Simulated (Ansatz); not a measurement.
# What LiZrBr3 (built on the sites of a database entry of CsSnBr3) distorts into, part 2 of 3

Which phase does LiZrBr3 (built on the sites of a database entry of CsSnBr3) fall into along its unstable mode, and how much energy does it gain?

Ansatz 0.2.0; DFT PBEsol, scalar-relativistic, plane waves, norm-conserving pseudopotentials.

So far, highest frequency on the path or at a solved wavevector (cm⁻¹): step 2 (the dispersion) 254. Also lowest frequency on the path (cm⁻¹): step 2 -154.

The structure was built from a prototype and need not be the compound's stable phase.

## Step 5: Energy along the mode, all amplitudes (two of the runs are shown above)

An imaginary frequency means negative curvature, so the energy should fall and then rise again as anharmonic terms take over.

This step gave:

```yaml
depth_at_the_lowest_point_sampled: 21.16 meV/atom
largest_atomic_shift_at_that_point: 0.6 Å
```

Energy from the parent against largest atomic shift:

```
largest atomic shift (Å)  energy from the parent (meV/atom)
                   0.000                                  0
                   0.040                               -0.1
                   0.080                               -0.4
                   0.140                              -1.22
                   0.220                              -3.00
                   0.320                              -6.30
                   0.450                              -12.2
                   0.600                              -21.2
```

Displacement at unit largest shift by atom:

```
atom  x (Å)  y (Å)  z (Å)  size
 Li1   0.00   1.00   0.00  1.00
 Zr2   0.00  -0.01   0.00  0.01
 Br3   0.00  -0.01   0.00  0.01
 Br4   0.00  -0.03   0.00  0.03
 Br5   0.00  -0.03   0.00  0.03
```

The lowest of the steps tried is the last one, at 0.6 Å, 21.2 meV/atom below the parent; the bottom of the well need not coincide with a step.

## Step 6: Relaxation from the frozen mode

Starting from the lowest point found, all atoms and the cell are let go, so that strain and other modes of the same symmetry can join in.

File input.yaml:

```yaml
crystal:
  lattice:
    - [5.2880942881, 0.0, 0.0]
    - [0.0, 5.2880942881, 0.0]
    - [0.0, 0.0, 5.2880942881]
  atoms:
    - { symbol: Li, position: [0.0, 0.1134624247, 0.0] }
    - { symbol: Zr, position: [0.5, 0.4991503388, 0.5] }
    - { symbol: Br, position: [0.5, -0.0010849261, 0.5] }
    - { symbol: Br, position: [0.5, 0.4961001233, 0.0] }
    - { symbol: Br, position: [0.0, 0.4961001233, 0.5] }
kpoints:
  mp_grid: { grid: [8, 8, 8] }
hamiltonian:
  xc: pbesol
  pseudopotentials: { kind: nc }
scf:
  occupations: { method: methfessel_paxton, width: 0.2 }
output:
  forces: true
  stress: true
  eigenvalues: true
relax:
  adjacent_minimum: "off"
  f_tol: 0.002
  max_steps: 120
  cell: { stress_tol: 0.03 }
```

Started as:

```
ansatz run input.yaml --threads 4 --pin off --max-ram 14336MiB --backend cpu --events-out ev --progress --plain --runs-dir out
```

Numbers of over 12 decimals in the logs are rounded to 6 here.

Output:

```text
[...]
Crystal: 5 atoms, lattice volume = 147.876 Å³
Basis set: ecut = 1006.821291 eV, 10827 PW (Γ), exchange–correlation on 120×120×120 points (8 copies of the dense FFT grid, shifted against one another)
Bands: 23, of which v1, the nominal top of the filled ones, is band 18 counted from 1 (17 counted from 0)
Symmetry: 8 space group operations
[...]
k-points: 75 of 512 (time reversal used)
[...]
SCF iter   1: F=—  HF=-2862.765597 eV  |F-HF|=—  |Δ(HF+E_count)|=         —  Δρ=6.39e-2  dr2=1.64e1  ethr=3.10e-3  ⟨swp⟩=6.3  Hψ=8441  notcnv=0
[...]
SCF iter  11: F=-2858.927803 eV  HF=-2858.927803 eV  |F-HF|=8.68e-9  |Δ(HF+E_count)|=   5.56e-8  S|Δr|=    0.00e0  Δρ=2.14e-6  dr2=2.27e-8  ethr=2.78e-10  ⟨swp⟩=12.9  Hψ=11512  notcnv=0
SCF 1 converged in 11 iterations: F = -2858.927803 eV  dr2 = 2.27e-8
relax step   1: F+E_penalty+E_count = -2858.92780254 eV  Δ(F+E_penalty+E_count) = +0.000e0 eV  max|allowed force component| = 3.190e-1 eV/Å  Δτ_max = 0.0000 Å  P = +0.066 GPa  Ω = 147.876 Å³  (11 SCF iters, dr2 threshold 1.00e-7 eV, accepted)
Crystal: 5 atoms, lattice volume = 148.881 Å³
Bands: 28, of which v1, the nominal top of the filled ones, is band 18 counted from 1 (17 counted from 0)
[...]
SCF iter   6: F=-2859.013431 eV  HF=-2859.013431 eV  |F-HF|=3.03e-8  |Δ(HF+E_count)|=   1.65e-7  S|Δr|=    0.00e0  Δρ=4.08e-6  dr2=4.52e-8  ethr=1.39e-9  ⟨swp⟩=8.6  Hψ=11267  notcnv=0
SCF 2 converged in 6 iterations: F = -2859.013431 eV  dr2 = 4.52e-8
relax step   2: F+E_penalty+E_count = -2859.01343139 eV  Δ(F+E_penalty+E_count) = -8.563e-2 eV  max|allowed force component| = 3.868e-1 eV/Å  Δτ_max = 0.1908 Å  P = -0.134 GPa  Ω = 148.881 Å³  energy of the carried Pulay correction = -3.075e-5 eV  (6 SCF iters, dr2 threshold 5.00e-7 eV, accepted)
Crystal: 5 atoms, lattice volume = 149.103 Å³
[...]
SCF iter   6: F=-2859.112919 eV  HF=-2859.112919 eV  |F-HF|=1.61e-8  |Δ(HF+E_count)|=   2.81e-7  S|Δr|=    0.00e0  Δρ=5.22e-6  dr2=1.11e-7  ethr=1.39e-9  ⟨swp⟩=7.0  Hψ=9276  notcnv=0
SCF 3 converged in 6 iterations: F = -2859.112919 eV  dr2 = 1.11e-7
relax step   3: F+E_penalty+E_count = -2859.11291944 eV  Δ(F+E_penalty+E_count) = -9.949e-2 eV  max|allowed force component| = 4.000e-1 eV/Å  Δτ_max = 0.1953 Å  P = -0.064 GPa  Ω = 149.103 Å³  energy of the carried Pulay correction = -3.751e-5 eV  (6 SCF iters, dr2 threshold 5.00e-7 eV, accepted)
[... from here on, the SCF cycles and remarks between the steps are left out ...]
relax step   4: F+E_penalty+E_count = -2859.20535721 eV  Δ(F+E_penalty+E_count) = -9.244e-2 eV  max|allowed force component| = 3.544e-1 eV/Å  Δτ_max = 0.1964 Å  P = -0.136 GPa  Ω = 149.931 Å³  energy of the carried Pulay correction = -6.265e-5 eV  (6 SCF iters, dr2 threshold 5.00e-7 eV, accepted)
relax step   5: F+E_penalty+E_count = -2859.27960014 eV  Δ(F+E_penalty+E_count) = -7.424e-2 eV  max|allowed force component| = 2.472e-1 eV/Å  Δτ_max = 0.1940 Å  P = +0.150 GPa  Ω = 149.681 Å³  energy of the carried Pulay correction = -5.509e-5 eV  (5 SCF iters, dr2 threshold 5.00e-7 eV, accepted)
relax step   6: F+E_penalty+E_count = -2859.32967190 eV  Δ(F+E_penalty+E_count) = -5.007e-2 eV  max|allowed force component| = 1.504e-1 eV/Å  Δτ_max = 0.1945 Å  P = +0.006 GPa  Ω = 150.959 Å³  energy of the carried Pulay correction = -9.369e-5 eV  (6 SCF iters, dr2 threshold 5.00e-7 eV, accepted)
relax step   7: F+E_penalty+E_count = -2859.35668247 eV  Δ(F+E_penalty+E_count) = -2.701e-2 eV  max|allowed force component| = 7.015e-2 eV/Å  Δτ_max = 0.1949 Å  P = +0.003 GPa  Ω = 151.733 Å³  energy of the carried Pulay correction = -1.169e-4 eV  (6 SCF iters, dr2 threshold 5.00e-7 eV, accepted)
relax step   8: F+E_penalty+E_count = -2859.36812300 eV  Δ(F+E_penalty+E_count) = -1.144e-2 eV  max|allowed force component| = 2.392e-2 eV/Å  Δτ_max = 0.2000 Å  P = +0.013 GPa  Ω = 152.272 Å³  energy of the carried Pulay correction = -1.330e-4 eV  (6 SCF iters, dr2 threshold 3.08e-7 eV, accepted)
relax step   9: F+E_penalty+E_count = -2859.37038762 eV  Δ(F+E_penalty+E_count) = -2.265e-3 eV  max|allowed force component| = 1.061e-2 eV/Å  Δτ_max = 0.1081 Å  P = -0.004 GPa  Ω = 152.545 Å³  energy of the carried Pulay correction = -1.411e-4 eV  (6 SCF iters, dr2 threshold 3.57e-8 eV, accepted)
relax step  10: F+E_penalty+E_count = -2859.37114004 eV  Δ(F+E_penalty+E_count) = -7.524e-4 eV  max|allowed force component| = 4.059e-3 eV/Å  Δτ_max = 0.0862 Å  P = -0.012 GPa  Ω = 152.661 Å³  energy of the carried Pulay correction = -1.446e-4 eV  (6 SCF iters, dr2 threshold 7.03e-9 eV, accepted)
relax step  11: F+E_penalty+E_count = -2859.37129463 eV  Δ(F+E_penalty+E_count) = -1.546e-4 eV  max|allowed force component| = 8.053e-3 eV/Å  Δτ_max = 0.0518 Å  P = +0.016 GPa  Ω = 152.571 Å³  energy of the carried Pulay correction = -1.419e-4 eV  (7 SCF iters, dr2 threshold 1.03e-9 eV, accepted)
relax step  12: F+E_penalty+E_count = -2859.37128076 eV  Δ(F+E_penalty+E_count) = +1.386e-5 eV  max|allowed force component| = 1.868e-2 eV/Å  Δτ_max = 0.0212 Å  P = -0.018 GPa  Ω = 152.703 Å³  energy of the carried Pulay correction = -1.458e-4 eV  (6 SCF iters, dr2 threshold 4.05e-9 eV, rejected (line search))
relax step  13: F+E_penalty+E_count = -2859.37130646 eV  Δ(F+E_penalty+E_count) = -1.183e-5 eV  max|allowed force component| = 4.096e-4 eV/Å  Δτ_max = 0.0103 Å  P = -0.001 GPa  Ω = 152.638 Å³  energy of the carried Pulay correction = -1.439e-4 eV  (7 SCF iters, accepted)
relax step  14: F+E_penalty+E_count = -2859.37130689 eV  Δ(F+E_penalty+E_count) = -4.305e-7 eV  max|allowed force component| = 2.640e-4 eV/Å  Δτ_max = 0.0024 Å  P = +0.000 GPa  Ω = 152.634 Å³  energy of the carried Pulay correction = -1.438e-4 eV  (6 SCF iters, accepted)
[...]
SCF iter   4: F=-2859.371485 eV  HF=-2859.371485 eV  |F-HF|=1.82e-12  |Δ(HF+E_count)|=  9.09e-13  S|Δr|=    0.00e0  Δρ=3.85e-8  dr2=2.36e-12  ethr=1.00e-12  ⟨swp⟩=10.5  Hψ=12813  notcnv=0
SCF 15 converged in 4 iterations: F = -2859.371485 eV  dr2 = 2.36e-12
relax step  15: F+E_penalty+E_count = -2859.37148453 eV  Δ(F+E_penalty+E_count) = -1.776e-4 eV  max|allowed force component| = 2.640e-4 eV/Å  Δτ_max = 0.0000 Å  P = +0.002 GPa  Ω = 152.634 Å³  stress off target by 2.80e-3 GPa  SCF on the basis re-selected at this cell (its energy is not comparable with the rows above)  (4 SCF iters)
basis re-selected at this cell: Δ(F+E_penalty+E_count) = -1.776e-4 eV, ΔP = +0.002 GPa vs the last step (what re-selecting the basis moved, of the pressure what is left beyond the Pulay correction that the steps carried, after the strain that the cell walked since its last selection, with what the two solves' SCF thresholds leave and, on support functions, any second-order correction that the steps lacked; it is no m [...]
SCF converged after 4 iterations
[...]
Free energy (F): -2859.371485 eV
[...]
Internal energy: -2859.369398 eV  (E = F + TS)
E sigma→0 (E₀):  -2859.370963 eV
Entropy (-TS):   -0.002086 eV (-0.417 meV/atom)
Fermi energy:    6.005356 eV
[...]
--- Forces (eV/Å), atoms counted from 1 ---
  atom   1  Li     0.00000000     0.00000996     0.00000000
  atom   2  Zr    -0.00000000    -0.00021059     0.00000000
  atom   3  Br     0.00000000     0.00026403     0.00000000
  atom   4  Br     0.00000000    -0.00003169     0.00000000
  atom   5  Br     0.00000000    -0.00003169     0.00000000
  max |Σ_I F_I| component: 2.22e-8 eV/Å
--- Stress (GPa, compression-positive) ---
        0.002801       0.000000       0.000000
        0.000000       0.001308       0.000000
        0.000000      -0.000000       0.002801
  P = ⅓ Tr σ = 0.0023 GPa (0.023 kbar)
--- Band table (eV; the first three rows and the last of 75) ---
  k-point 0: bands = [... 14 lower, 1.6808, 1.8235, 1.8235, 4.7968, 5.0886, 5.0886, 6.3043, 6.5000, ... 6 higher]
  k-point 1: bands = [... 14 lower, 1.6349, 1.6978, 1.8248, 4.9977, 5.0965, 5.2858, 6.4574, 6.6292, ... 6 higher]
  k-point 2: bands = [... 14 lower, 1.5150, 1.5696, 1.8285, 5.1160, 5.4977, 5.7665, 6.5777, 6.9028, ... 6 higher]
  k-point 74: bands = [... 14 lower, 1.2197, 2.2587, 2.2587, 6.8568, 7.1278, 7.4161, 7.4161, 8.2040, ... 6 higher]
--- Relaxed structure (14 steps of the walk, 13 accepted, 1 SCFs on fresh bases) ---
  F+E_penalty+E_count = -2859.37148453 eV   max|allowed force component| = 2.640e-4 eV/Å   (the final SCF, on the basis selected at the relaxed cell)
  cell:  # Å, volume = 152.6337 Å³
    - [5.369910, 0, 0]
    - [0, 5.293178, 0.0]
    - [0, 0.0, 5.369910]
  atoms:
    - { symbol: Li, position: [0, 0.420712, 0] }
    - { symbol: Zr, position: [0.5, 0.420754, 0.5] }
    - { symbol: Br, position: [0.5, -0.079250, 0.5] }
    - { symbol: Br, position: [0.5, 0.420756, 0] }
    - { symbol: Br, position: [0, 0.420756, 0.5] }
```

The job ended after 6.5 min (4 threads of Arm Neoverse V1, shared host; peak memory 1.2 GiB).

Relaxation path:

```
step  energy less that of the first step (eV)  largest force component (eV/Å)  pressure (GPa)  volume (Å³)
   1                                   0.0000                          0.3190            0.07       147.88
   2                                  -0.0856                          0.3868           -0.13       148.88
   3                                  -0.1851                          0.4000           -0.06       149.10
   4                                  -0.2776                          0.3544           -0.14       149.93
   5                                  -0.3518                          0.2472            0.15       149.68
   6                                  -0.4019                          0.1504            0.01       150.96
   7                                  -0.4289                          0.0702            0.00       151.73
   8                                  -0.4403                          0.0239            0.01       152.27
   9                                  -0.4426                          0.0106            0.00       152.54
  10                                  -0.4433                          0.0041           -0.01       152.66
  11                                  -0.4435                          0.0081            0.02       152.57
  12                                  -0.4435                          0.0187           -0.02       152.70
  13                                  -0.4435                          0.0004            0.00       152.64
  14                                  -0.4435                          0.0003            0.00       152.63
 15*                                  -0.4437                          0.0003            0.00       152.63
```

Relaxation steps marked * repeat the geometry before them on a plane-wave basis chosen anew for their cell, so energy and pressure can jump there. Relaxation step 12 was tried and not accepted.

Forces are held to the 8 operations that the run works with; a distortion that breaks them can't arise in this run.

```
     cell as run  before  after  change
           a (Å)   5.288  5.370  +1.5 %
           b (Å)   5.288  5.293  +0.1 %
           c (Å)   5.288  5.370  +1.5 %
volume (Å³/atom)   29.58  30.53  +3.2 %
```

The atoms that moved most (Å, as changes of fractional coordinates times the final cell):

```
atom     dx      dy     dz  length
 Li1  0.000   1.626  0.000   1.626
 Zr2  0.000  -0.415  0.000   0.415
 Br3  0.000  -0.414  0.000   0.414
 Br4  0.000  -0.399  0.000   0.399
 Br5  0.000  -0.399  0.000   0.399
```

The relaxed structure:

```xyz
5
Lattice="5.3699 0.0000 0.0000 0.0000 5.2932 0.0000 0.0000 0.0000 5.3699" Properties=species:S:1:pos:R:3 pbc="T T T"
Li    0.0000    2.2269    0.0000
Zr    2.6850    2.2271    2.6850
Br    2.6850   -0.4195    2.6850
Br    2.6850    2.2271    0.0000
Br    0.0000    2.2271    2.6850
```

This step gave:

```
pressure        : 0.002303 GPa
volume per atom : 30.53 Å³
```

The distorted start has space group P4mm; the relaxation ends in P4/mmm.

## Step 7: The new phase in its own primitive cell

The relaxed structure is symmetrised, reduced to its primitive cell and relaxed tightly, as its phonons need.

input.yaml, the sections that differ from step 6:

```yaml
crystal:
  lattice:
    - [5.3699099528, 0.0, 0.0]
    - [0.0, 5.3699099528, 0.0]
    - [0.0, 0.0, 5.2931778275]
  atoms:
    - { symbol: Li, position: [0.0, 0.0, 0.5] }
    - { symbol: Zr, position: [0.5, 0.5, 0.5] }
    - { symbol: Br, position: [0.5, 0.5, 0.0] }
    - { symbol: Br, position: [0.5, 0.0, 0.5] }
    - { symbol: Br, position: [0.0, 0.5, 0.5] }
relax:
  adjacent_minimum: "off"
  f_tol: 0.001
  max_steps: 60
  cell: { stress_tol: 0.01 }
# kpoints, hamiltonian, scf, output: as in step 6
```

Output:

```text
[...]
Crystal: 5 atoms, lattice volume = 152.634 Å³
Basis set: ecut = 1006.821291 eV, 11043 PW (Γ), exchange–correlation on 120×120×120 points (8 copies of the dense FFT grid, shifted against one another)
Bands: 23, of which v1, the nominal top of the filled ones, is band 18 counted from 1 (17 counted from 0)
Symmetry: 16 space group operations
[...]
k-points: 75 of 512
[...]
--- Relaxed structure (1 steps of the walk, 1 accepted, 1 SCFs on fresh bases) ---
[...]
cell:  # Å, volume = 152.6337 Å³
    - [5.3699099528, 0.0, 0.0]
    - [0.0, 5.3699099528, 0.0]
    - [0.0, 0.0, 5.2931778275]
  atoms:
    - { symbol: Li, position: [0.0, 0.0, 0.5] }
    - { symbol: Zr, position: [0.5, 0.5, 0.5] }
    - { symbol: Br, position: [0.5, 0.5, 0.0] }
    - { symbol: Br, position: [0.5, 0.0, 0.5] }
    - { symbol: Br, position: [0.0, 0.5, 0.5] }
[key lines of the parts left out:]
SCF converged after 6 iterations
Free energy (F): -2859.371485 eV
Fermi energy:    6.005355 eV
P = ⅓ Tr σ = 0.0023 GPa (0.023 kbar)
```

Wall time 32 s (4 threads); peak memory 1.1 GiB; 2.1 min of CPU time.

Little changed from the start: no atom moved by 0.005 Å and no cell edge by 0.1 %.

Numbers from this step:

| Item | Value |
| --- | --- |
| pressure | 0.002302 GPa |

The forces vanish by symmetry and the pressure is 0.002 GPa, within the tolerances set. The cell now holds 30.53 Å³/atom.

(Continued in part 3 of 3.)

[Logs are printed without paths, hosts, clocks, repeated set-up lines and the standing remarks that a program may print on its own settings, such as how far it seeks lower states.]

[Hosts, paths, dates, database ids (printed as entryN), source tags and the programs' standing remarks are cut or masked in the printed files.]
